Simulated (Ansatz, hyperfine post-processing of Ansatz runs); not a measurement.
# From spin density to shift: 7Li in Li2MnN2

A spin-polarised calculation (DFT, r2SCAN, plane-wave PAW, default files (PAW set soft_2), collinear spin, scalar-relativistic; Ansatz) with all Mn moments parallel (S = 1.5 each) puts a spin density ρ↑ − ρ↓ of -0.01531 e/Å³, counted along the moments, at one Li nucleus (9 Mn through links of 81° (6), 122° (3) and 174° (3)). Take g = 2, spin-only moments and Θ = 0 K (a pure Curie law); γ/2π of 7Li is 16.5483 MHz/T.

**Task.** Find the contact field, the hyperfine constant and the contact shift at 320 K and 360 K, supposing that the crystal is a paramagnet with these local moments at both.

1. A spin density ρ_s carries a moment density μB ρ_s, and the contact field is B_c = (2μ₀/3) μB ρ_s. For 1 e/Å³ that is 7.769 T, so B_c = -0.1189 T.

2. With H = A S·I summed over the ions, A = γB_c/(2πS) = 16.5483 × −0.1189 / 1.5 = -1.31 MHz.

3. In a field B0 the paramagnet reaches only a fraction of saturation, M/M_sat = g μB (S + 1) B0 / [3 k_B (T − Θ)]. At 320 K this is 3.4985e-03 per tesla, or 0.822 % at 2.35 T.

4. The shift is that fraction of B_c over B0, so B0 drops out: δ = -0.1189 × 3.4985e-03 × 10⁶ = -416 ppm at 320 K.

5. At 360 K it scales by (320 − Θ)/(360 − Θ) = 0.889, to -370 ppm.

6. The sign says that the spin at the nucleus is opposite to the Mn moments, as where spin polarisation outweighs delocalisation. Over this level and the 2 others of the session's ladder with the same moment and an open gap (any hybrids aside), the field runs from -0.402 to -0.119 T. Spin flips in this cell gave a rough Θ of 118 K, not relied on, which would scale the first shift by 1.59. The flip reverses only 4 of the 6 nearest couplings; if all are alike and farther ones are small, Θ would be near 177 K, and at 320 K every shift would be 2.24 times the value at Θ = 0. Orbital and pseudocontact parts are not included.

[Hosts, paths, dates, database ids (printed as entryN), source tags and the programs' standing remarks are cut or masked in the printed files.]
